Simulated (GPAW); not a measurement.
**Optical response of AlN**

Aim: the dielectric function of AlN, and the optical constants that follow from it. The cell comes from an older database entry, whose edges can differ from later determinations, mostly by under a per cent.

Program: GPAW 26.7.0. Level of theory: DFT, PBE, plane-wave PAW (GPAW data sets), scalar-relativistic, RPA, optical limit. Results are calculated unless marked as measured.

The database entry behind the starting cell differs from later determinations by our own check (inner coordinate u about 0.002 short), so it need not match the best structure at ambient conditions.

### Step 1. Starting point

The structure is hexagonal, space group P6_3mc (No. 186). The conventional cell has a = 3.113 Å, b = 3.113 Å, c = 4.981 Å, α = 90.00°, β = 90.00°, γ = 120.00°. Nearest to Al lie 4 N at 1.89 Å. Nearest to N lie 4 Al at 1.89 Å. Farther neighbours and most contacts between anions are not listed.

### Step 2. Ground state

The self-consistent density comes first; it also tells whether there is a gap, which decides the occupations and the need for a Drude term.

This step: DFT, PBE, plane-wave PAW (GPAW data sets), scalar-relativistic, ground state (GPAW 26.7.0).

File gs.py:

```python
from ase import Atoms
from ase.dft.bandgap import bandgap
from gpaw import GPAW, PW, FermiDirac

atoms = Atoms(['Al', 'Al', 'N', 'N'],
              cell=[[3.113000000000, 0.000000000000, 0.000000000000],
                    [-1.556500000000, 2.695937082000, 0.000000000000],
                    [0.000000000000, 0.000000000000, 4.981000000000]],
              scaled_positions=[[0.666666666700, 0.333333333300, 0.500000000000],
                                [0.333333333300, 0.666666666700, 0.000000000000],
                                [0.666666666700, 0.333333333300, 0.880000000000],
                                [0.333333333300, 0.666666666700, 0.380000000000]],
              pbc=[True, True, True])
atoms.calc = GPAW(mode=PW(500), xc='PBE', kpts={'size': (12, 12, 6), 'gamma': True},
                  occupations=FermiDirac(0.05), maxiter=150, txt='gs.txt')
print('energy (eV)', atoms.get_potential_energy())
print('Fermi level (eV)', atoms.calc.get_fermi_level())
print('valence electrons', atoms.calc.get_number_of_electrons())
print('gap (eV)', bandgap(atoms.calc, output=None)[0])
print('direct gap (eV)', bandgap(atoms.calc, direct=True, output=None)[0])
atoms.calc.write('gs.gpw')
```

Command:

```
$ OMP_NUM_THREADS=1 python gs.py
```

Numbers of over 12 decimals in the logs are rounded to 6 here.

The log of the run:

```text
__  _  _
 | _ |_)|_||  |
 |__||  | ||/\| - 26.7.0

Versions:
  Python: 3.12.14
  ASE:    3.29.0
  Numpy:  2.5.5
  Scipy:  1.18.1
  Libxc:  7.0.0

Input parameters:
  mode=PW(ecut=500.0),
  kpts=MonkhorstPack(size=(12, 12, 6), gamma=True),
  maxiter=150,
  occupations=Occupations(name='fermi-dirac', width=0.05, fixmagmom=False),
  xc=XC(name='PBE')

Diagonalizing LCAO Hamiltonian
Converting LCAO to pw mode

           N

           Al
        N

        Al

Atoms  # Å, Bohr magnetons
|   | symbol |         x |        y |        z |    initial magnetic moments |
| 0 |     Al |  1.556500 | 0.898646 | 2.490500 | ( 0.0000,  0.0000,  0.0000) |
| 1 |     Al | -0.000000 | 1.797291 | 0.000000 | ( 0.0000,  0.0000,  0.0000) |
| 2 |      N |  1.556500 | 0.898646 | 4.383280 | ( 0.0000,  0.0000,  0.0000) |
| 3 |      N | -0.000000 | 1.797291 | 1.892780 | ( 0.0000,  0.0000,  0.0000) |

Unit cell  # Å
| periodic |         x |        y |        z |  lengths |     angles |
|      yes |  3.113000 | 0.000000 | 0.000000 | 3.113000 |  90.000000 |
|      yes | -1.556500 | 2.695937 | 0.000000 | 3.113000 |  90.000000 |
|      yes |  0.000000 | 0.000000 | 4.981000 | 4.981000 | 120.000000 |

Number of symmetries: 6
Symmetry operations  # r_c * U_cc + t_c -> r_c
|   | kind |            matrix            |
| 0 |  σ   |  1, 1, 0,  0,-1, 0,  0, 0, 1 |
| 1 |  E   |  1, 0, 0,  0, 1, 0,  0, 0, 1 |
| 2 |  C3  |  0, 1, 0, -1,-1, 0,  0, 0, 1 |
| 3 |  σ   |  0,-1, 0, -1, 0, 0,  0, 0, 1 |
| 4 |  σ   | -1, 0, 0,  1, 1, 0,  0, 0, 1 |
| 5 |  C3  | -1,-1, 0,  1, 0, 0,  0, 0, 1 |

BZ-sampling:
  Number of BZ points: 864
  Number of IBZ points: 100

  Monkhorst-Pack size: [12, 12, 6]
  Monkhorst-Pack shift: [0.041667, 0.041667, 0.083333]

K-points  # in reciprocal-cell coordinates
|     |                                coordinates |     weight |
|   0 | ( -0.00000000,  -0.00000000,   0.00000000) | 0.00115741 |
|   1 | ( -0.00000000,  -0.00000000,   0.16666667) | 0.00231481 |
|   2 | ( -0.00000000,  -0.00000000,   0.33333333) | 0.00231481 |
|   3 | ( -0.00000000,  -0.00000000,   0.50000000) | 0.00115741 |
|   4 | (  0.08333333,  -0.00000000,  -0.33333333) | 0.00694444 |
|   5 | (  0.08333333,  -0.00000000,  -0.16666667) | 0.00694444 |
|   6 | (  0.08333333,  -0.00000000,   0.00000000) | 0.00694444 |
|   7 | (  0.08333333,  -0.00000000,   0.16666667) | 0.00694444 |
|   8 | (  0.08333333,  -0.00000000,   0.33333333) | 0.00694444 |
|   9 | (  0.08333333,  -0.00000000,   0.50000000) | 0.00694444 |
| ... |                                            |            |
|  99 | (  0.50000000,   0.50000000,   0.50000000) | 0.00347222 |

Plane wave coefficients: 1092
Cutoff: 500.0 eV

Spin-components: 1 (collinear spins)
Bands:           14
Projectors:      20
Spin-degeneracy: 2
Datatype:        complex128

Parallelization:
  kpt:    1
  domain: 1
  band:   1

Density:
  Valence electrons: 16.0
  Components: 1
  Grid points: [18 18 27]
  Charge: 0.0  # |e|

Potential:
  Grid points: [18 18 27]

species:
  Al:
    name:    Aluminium
    id:
    Z:       13.0
    valence: 3
    core:    10
    charge:  0.0  # [|e|]
    compensation charges:
      type: gauss
      rc: 0.34  # [Å]
      lmax: 2
    cutoffs:
      filter: 1.91  # [Å]
      core: 2.36  # [Å]
    projectors
    | kind |    occ | energy [eV] | rcut [Å] |
    |   3s |  2.000 |      -7.753 |    1.085 |
    |   3p |  1.000 |      -2.712 |    1.085 |
    |    s |        |      19.459 |    1.085 |
    |    p |        |      24.499 |    1.085 |
    |    d |        |       0.000 |    1.085 |

    Using partial waves for Al as LCAO basis

  N:
    name:    Nitrogen
    id:
    Z:       7.0
    valence: 5
    core:    2
    charge:  0.0  # [|e|]
    compensation charges:
      type: gauss
      rc: 0.18  # [Å]
      lmax: 2
    cutoffs:
      filter: 1.11  # [Å]
      core: 0.96  # [Å]
    projectors
    | kind |    occ | energy [eV] | rcut [Å] |
    |   2s |  2.000 |     -18.583 |    0.603 |
    |   2p |  3.000 |      -7.089 |    0.529 |
    |    s |        |       8.629 |    0.603 |
    |    p |        |      20.123 |    0.529 |
    |    d |        |       0.000 |    0.577 |

    Using partial waves for N as LCAO basis

Reference energy: -16170.289538  # eV

eigensolver:
  PPCG
  Converge bands: occupied
  niter=2

density mixing:
  MSR1-Mixer
  Pratt-step length: 0.05
  Maximum mixing coefficient: 0.75
  Old densities: 10
  SVD Regularization: 0.005
  Good broyden scale: 1.0
  Trust region scale: 1.0
  Backstep threshold: 4.0
  History deletion threshold: 6.0
  Fourier metric: weight=20.0, sigma=0.015

occupation numbers:
  Fermi-Dirac:
    width: 0.0500  # eV

poisson solver:
  ecut: 4000.0  # eV

xc functional:
  name: PBE with 2 nearest neighbor stencil

convergence criteria:
- Maximum [total energy] change in last 3 cyles: 0.0005 eV / valence electron
- Maximum integral of absolute [dens]ity change: 0.0001 electrons / valence electron
- Maximum integral of absolute [eigenst]ate change: 4e-08 eV^2 / valence electron
maximum number of iterations: 150

SCF iterations
|iter     |      energy | eigst |  dens |
|iter:   1||  -32.162778 | -0.26 |       |
|iter:   2||  -31.227193 | -1.85 | -0.56 |
|iter:   3||  -28.486706 | -0.53 | -0.61 |
|iter:   4||  -28.506346 | -2.73 | -1.24 |
|iter:   5||  -28.517196 | -3.40 | -1.56 |
|iter:   6||  -28.517370 | -5.02 | -2.72 |
|iter:   7||  -28.517396c| -6.51 | -3.13 |
|iter:   8||  -28.517396c| -8.19c| -4.45c|

Converged in 8 steps
SCF loop duration: 25.870 s (3.234 s/step)
Energy contributions relative to reference atoms: (reference = -16170.289538)

Energy contributions:
  Kinetic:          27.920431
  Coulomb:         -22.249247
  Zero:             -0.135446
  External:          0.000000
  Xc:              -34.053134
  Entropy:          -0.000000
  Spinorbit:         0.000000
  ----------------------------
  Free energy:     -28.517396
  Extrapolated:    -28.517396

dipole moment: (-0.000001, -0.000001, -6.805593)  # |e|*Ang

Fermi level: 7.090
Eigenvalues  # (at kpt = [-0.000, -0.000, 0.000])
| band index |      eig [eV] | occ [0-2] |
|          0 |        -9.098 |     2.000 |
|          1 |        -6.970 |     2.000 |
|          2 |         0.162 |     2.000 |
|          3 |         5.307 |     2.000 |
|          4 |         5.307 |     2.000 |
|          5 |         5.980 |     2.000 |
|          6 |         5.980 |     2.000 |
|          7 |         6.164 |     2.000 |
|          8 |        10.299 |     0.000 |
|          9 |        12.779 |     0.000 |
|         10 |        16.808 |     0.000 |
|         11 |        17.302 |     0.000 |
|         12 |        17.302 |     0.000 |
|         13 |        19.295 |     0.000 |

Gap: 4.135 eV
Transition (v -> c):
  (s=0, k=0, n=7, [-0.00, -0.00, 0.00]) -> (s=0, k=0, n=8, [-0.00, -0.00, 0.00])
No difference between direct/indirect transitions

--- standard output ---
energy (eV) -28.517396
Fermi level (eV) 7.090337
valence electrons 16.0
gap (eV) 4.135262
direct gap (eV) 4.135262
```

It took 29 s on 1 thread of Arm Neoverse V1, shared host; peak memory 0.18 GiB.

Numbers from this step:

| Quantity | Value |
| --- | --- |
| energy | -28.52 eV |
| Fermi energy | 7.090 eV |
| gap on the k-mesh | 4.135 eV |
| direct gap on the mesh | 4.135 eV |
| electrons | 16 |

There is a gap, 4.14 eV on this mesh (points off the mesh can give less), so no carriers' term is needed.

### Step 3. Bands for the response

At the fixed density, many empty bands are solved on the mesh of the response, since the spectrum sums over them.

This step: DFT, PBE, plane-wave PAW (GPAW data sets), scalar-relativistic, bands at fixed density (GPAW 26.7.0).

File nscf.py:

```python
from ase.dft.bandgap import bandgap
from gpaw import GPAW, FermiDirac

calc = GPAW('gs.gpw').fixed_density(kpts={'size': (15, 15, 8), 'gamma': True}, nbands=51, convergence={'bands': 45},
                                    occupations=FermiDirac(0.001), txt='nscf.txt')
print('gap (eV)', bandgap(calc, output=None)[0])
print('direct gap (eV)', bandgap(calc, direct=True, output=None)[0])
print('top band over the Fermi level (eV)', min(calc.get_eigenvalues(kpt=k)[44] for k in range(len(calc.get_ibz_k_points()))) - calc.get_fermi_level())
calc.write('full.gpw', mode='all')
```

Command:

```
$ OMP_NUM_THREADS=1 python nscf.py
```

The log of the run:

```text
Diagonalizing LCAO Hamiltonian
Converting LCAO to pw mode
convergence criteria:
- Maximum integral of absolute [eigenst]ate change: 4e-08 eV^2 / valence electron
maximum number of iterations: 150

SCF iterations
|iter     |      energy | eigst |  dens |
|iter:   1||             | +3.80 |       |
|iter:   2||             | +2.61 |       |
|iter:   3||             | +1.57 |       |
|iter:   4||             | +0.31 |       |
|iter:   5||             | -0.86 |       |
|iter:   6||             | -1.96 |       |
|iter:   7||             | -2.84 |       |
|iter:   8||             | -3.83 |       |
|iter:   9||             | -4.65 |       |
|iter:  10||             | -5.63 |       |
|iter:  11||             | -6.43 |       |
|iter:  12||             | -7.13 |       |
|iter:  13||             | -7.68c|       |
SCF steps: 13
  __  _  _
 | _ |_)|_||  |
 |__||  | ||/\| - 26.7.0

Versions:
  Python: 3.12.14
  ASE:    3.29.0
  Numpy:  2.5.5
  Scipy:  1.18.1
  Libxc:  7.0.0

Input parameters:
  mode=PW(ecut=500.0),
  convergence={'bands': 45},
  gpts=array([18, 18, 27]),
  kpts=MonkhorstPack(size=(15, 15, 8), gamma=True),
  maxiter=150,
  nbands=51,
  occupations=Occupations(name='fermi-dirac', width=0.001, fixmagmom=False),
  parallel={},
  xc=XC(name='PBE')

--- standard output ---
gap (eV) 4.135262
direct gap (eV) 4.135262
top band over the Fermi level (eV) 42.444690
```

Run time: 4.5 min. Hardware: 1 thread; peak memory 0.36 GiB.

### Step 4. Dielectric function, RPA

Transitions between filled and empty bands, summed over the zone, give the optical response, so mesh, band count and broadening shape it.

The induced potential is part of this response.

This step: DFT, PBE, plane-wave PAW (GPAW data sets), scalar-relativistic, RPA, optical limit (GPAW 26.7.0).

File df.py:

```python
from gpaw.response.df import DielectricFunction

df = DielectricFunction('full.gpw', frequencies={'type': 'nonlinear', 'domega0': 0.03, 'omega2': 8},
                        ecut=60,
                        eta=0.2,
                        nbands=45,
                        txt='df.txt')
for direction in ['x', 'z']:
    df.get_dielectric_function(xc='RPA', direction=direction, filename=f'df_{direction}.csv')
```

Command:

```
$ OMP_NUM_THREADS=1 python df.py
```

The log of the run:

```text
Using integrator: PointIntegrator
NonLinearFrequencyDescriptor(from 0.000 to 63.696 eV, 495 points)
Nonperiodic BCs:  [False False False]
Using integrator: PointIntegrator
NonLinearFrequencyDescriptor(from 0.000 to 63.696 eV, 495 points)
Nonperiodic BCs:  [False False False]

Calculating chi0 body with:
    Ground state adapter containing:
    Number of spins: 1
    Number of kpoints: 1800
    Number of irreducible kpoints: 192
    Number of completely occupied states: 8
    Number of partially occupied states: 8

    Linear response parametrization:
    q_c: [0.0, 0.0, 0.0]
    Number of frequency points: 495
    Planewave cutoff: 60.0
    Number of bands: 45
    Number of planewaves: 37
    Broadening (eta): 0.2

Integrating chi0 body.

Symmetries of q_c:
    Direct symmetries (Uq -> q): 6
    Indirect symmetries (TUq -> q): 6
In total 12 allowed symmetries.

192 groups of equivalent kpoints. 89.333333% reduction.

Integral kind: spectral function

Calculating chi0 optical extensions with:
    Ground state adapter containing:
    Number of spins: 1
    Number of kpoints: 1800
    Number of irreducible kpoints: 192
    Number of completely occupied states: 8
    Number of partially occupied states: 8

    Linear response parametrization:
    Number of frequency points: 495
    Planewave cutoff: 60.0
    Number of bands: 45
    Number of planewaves: 37
    Broadening (eta): 0.2
Integrating chi0 head and wings.

Symmetries of q_c:
    Direct symmetries (Uq -> q): 6
    Indirect symmetries (TUq -> q): 6
In total 12 allowed symmetries.

192 groups of equivalent kpoints. 89.333333% reduction.

Integral kind: spectral function wings
```

Run time: 29 s. Hardware: 1 thread; peak memory 0.25 GiB.

Read-outs, printed or worked out from the files:

```
electronic dielectric constant ε∞, mean over x, y and z (by symmetry where fewer were run) : 4.354
main peak of Im epsilon, first axis                                                        : 7.758 eV
centre of weight of the strongest loss peak in the window                                  : 21.25 eV
```

Some rows of df_x.csv (energy; Re and Im without local fields; Re and Im with them):

```text
0.000000, 4.593549, 0.000000, 4.285390, 0.000000
0.651243, 4.614804, 0.013201, 4.304983, 0.012173
1.347938, 4.687086, 0.028852, 4.371692, 0.026656
2.095014, 4.831756, 0.049983, 4.505591, 0.046366
2.898142, 5.093765, 0.084263, 4.749574, 0.078844
3.763875, 5.594990, 0.165836, 5.223049, 0.158864
4.699832, 6.476372, 0.793631, 6.052018, 0.812238
5.714917, 7.544040, 1.607658, 6.904197, 1.613082
6.819608, 7.624546, 5.698908, 6.652366, 5.237709
8.026317, 2.635522, 7.620039, 2.318392, 6.852927
9.349861, 0.867356, 5.012883, 0.500226, 4.475622
10.808071, 0.927935, 5.740741, 1.071845, 4.063431
12.422601, -0.799232, 5.071697, 0.470416, 4.195017
14.220012, -1.753975, 2.790245, -0.871111, 3.104398
16.233242, -1.136037, 1.135682, -0.979623, 1.362652
18.503643, -0.483060, 0.493831, -0.451650, 0.575528
21.083856, -0.002836, 0.318834, 0.021623, 0.348594
24.041937, 0.348541, 0.269212, 0.372918, 0.262881
27.467452, 0.463192, 0.310026, 0.515301, 0.261564
31.480701, 0.547113, 0.185347, 0.627977, 0.196920
```

The Im ε has structure finer than the step of the table below, so its rows give means over 2 eV, whole bins alone (the curve runs from 0 to 36 eV). Peaks (eV: height): E ∥ x 7.7: 7.52; E ∥ z 6.7: 7.93, 9.8: 5.25, 11.9: 4.75.

Values under the direct gap are tails of Lorentzian lines. Table of Im ε by photon energy; means over each step:

```csv
photon energy (eV),E ∥ x,E ∥ z
2,0.0461,0.0546
4,0.368,0.464
6,2.87,4.31
8,6.34,5.37
10,3.96,4.33
12,3.90,3.98
14,3.19,2.82
16,1.57,1.59
18,0.740,0.702
20,0.414,0.457
22,0.285,0.358
24,0.266,0.276
26,0.257,0.229
28,0.251,0.196
30,0.212,0.180
32,0.192,0.216
34,0.210,0.229
```

The Re ε by photon energy:

```csv
photon energy (eV),E ∥ x,E ∥ z
0,4.29,4.49
2,4.48,4.72
4,5.43,5.88
6,7.58,8.93
8,2.39,0.641
10,1.22,0.585
12,0.853,0.665
14,-0.825,-0.928
16,-1.14,-1.08
18,-0.668,-0.573
20,-0.146,-0.102
22,0.151,0.132
24,0.370,0.302
26,0.476,0.405
28,0.542,0.536
30,0.620,0.616
32,0.636,0.675
34,0.700,0.637
36,0.670,0.672
```

Values under the direct gap are tails of Lorentzian lines. Loss function −Im 1/ε at q → 0 against energy loss; read off at these points:

```csv
energy loss (eV),E ∥ x,E ∥ z
0.0,0,0
1.0,0.00102,0.00108
2.0,0.00216,0.00229
3.0,0.00368,0.00395
4.0,0.00727,0.00915
5.0,0.0264,0.0270
6.0,0.0405,0.0409
7.0,0.0776,0.101
8.0,0.129,0.205
9.0,0.197,0.185
10.0,0.246,0.204
11.0,0.251,0.294
12.0,0.240,0.207
13.0,0.250,0.251
14.0,0.306,0.344
15.0,0.323,0.378
16.0,0.423,0.443
17.0,0.553,0.543
18.0,0.749,0.869
19.0,1.33,1.67
20.0,2.23,2.01
21.0,2.81,2.47
21.3,3.06,2.59
21.5,3.15,2.50
22.0,2.72,2.35
23.0,1.70,2.14
24.0,1.28,1.65
25.0,1.04,1.19
26.0,0.871,1.03
27.0,0.739,0.731
28.0,0.730,0.594
29.0,0.596,0.521
30.0,0.508,0.400
31.0,0.494,0.419
32.0,0.442,0.424
33.0,0.374,0.463
34.0,0.397,0.505
35.0,0.443,0.405
36.0,0.379,0.372
```

The reflectivity at normal incidence has structure finer than the step of the table below, so its rows give means over 2 eV, whole bins alone (the curve runs from 0 to 36 eV). Peaks (eV: height): E ∥ x 8.4: 31.5, 17.9: 45.6; E ∥ z 7.5: 32.7, 10.0: 28.1, 17.7: 45.4.

Table of reflectivity at normal incidence by photon energy; means over each step:

```csv
photon energy (eV),E ∥ x (%),E ∥ z (%)
2,12.9,13.8
4,16.1,17.4
6,22.9,26.7
8,29.5,26.4
10,22.8,24.3
12,24.0,25.3
14,33.4,33.4
16,38.9,37.5
18,41.6,41.3
20,30.1,25.4
22,15.4,15.0
24,6.32,8.36
26,3.91,4.94
28,3.01,2.79
30,2.03,1.73
32,1.54,1.30
34,1.19,1.56
```

The Im ε, E ∥ x has structure finer than the step of the table below, so its rows give means over 2 eV, whole bins alone (the curve runs from 0 to 36 eV). Peaks (eV: height): without local fields 7.7: 8.32, 10.7: 5.78; with local fields 7.7: 7.52.

Values under the direct gap are tails of Lorentzian lines. Im ε, E ∥ x against photon energy; means over each step:

```csv
photon energy (eV),without local fields,with local fields
2,0.0496,0.0461
4,0.367,0.368
6,3.00,2.87
8,7.04,6.34
10,4.93,3.96
12,4.94,3.90
14,2.95,3.19
16,1.29,1.57
18,0.607,0.740
20,0.367,0.414
22,0.271,0.285
24,0.278,0.266
26,0.299,0.257
28,0.295,0.251
30,0.240,0.212
32,0.188,0.192
34,0.180,0.210
```

Optical constants at common wavelengths, from n + ik = √ε:

```csv
wavelength (nm),n x,k x,R (%) x,1/α x,n z,k z,R (%) z,1/α z
800,2.10,0.007,12.6,8.5 µm,2.15,0.009,13.3,7.5 µm
532,2.14,0.013,13.1,3.3 µm,2.19,0.015,14.0,2.9 µm
450,2.17,0.017,13.6,2.2 µm,2.23,0.019,14.5,1.9 µm
405,2.19,0.020,14.0,1.6 µm,2.26,0.024,15.0,1.4 µm
365,2.23,0.025,14.5,1.1 µm,2.31,0.031,15.6,950 nm
248,2.48,0.204,18.3,97 nm,2.61,0.244,20.2,81 nm
193,2.82,0.697,25.2,22 nm,3.05,1.098,30.7,14 nm
```

Below the direct gap, k and the depth come from the tails of the Lorentzian lines, not from transitions.

Rows near the edge hang on the gap, which this functional as a rule makes too small, and phonon-assisted absorption is left out.

At 1064 nm the birefringence n(z) − n(x) is +0.051: the crystal is uniaxial positive at this level.

### Step 5. Summary of results

- electronic dielectric constant ε∞, mean over x, y and z (by symmetry where fewer were run) (RPA): 4.35
- main peak of Im epsilon, first axis: 7.76 eV
- centre of weight of the strongest loss peak in the window, first axis: 21.3 eV

What this shows: At this level (PBE, RPA) AlN has a mean ε∞ = 4.35 and n = 2.08 at 1550 nm (E ∥ x), and Im ε peaks at 7.8 eV (E ∥ x). On the mesh the gap is 4.14 eV and the least direct gap 4.14 eV. Local fields change the static value along x from 4.59 to 4.29 (-7 %). Distinct maxima of Im ε, read by a parabola through the highest points, lie at 7.76 eV (7.5), 10.79 eV (4.1) and 12.45 eV (4.2) for E ∥ x. The static values by axis are 4.29 (x), 4.49 (z). At 1064 nm the birefringence n(z) − n(x) is +0.051: the crystal is uniaxial positive at this level. Excitons and phonon-assisted transitions are missing; PBE gaps are as a rule too small, which pulls the onset down and ε∞ up. The sum runs over mesh points, so small or evenly spaced maxima can still be ripples of the mesh.

[Machine, clock and banner lines and Python warnings are left out of the logs.]

[Logs are printed without paths, hosts, clocks, repeated set-up lines and the standing remarks that a program may print on its own settings, such as how far it seeks lower states.]

[Hosts, paths, dates, database ids (printed as entryN), source tags and the programs' standing remarks are cut or masked in the printed files.]
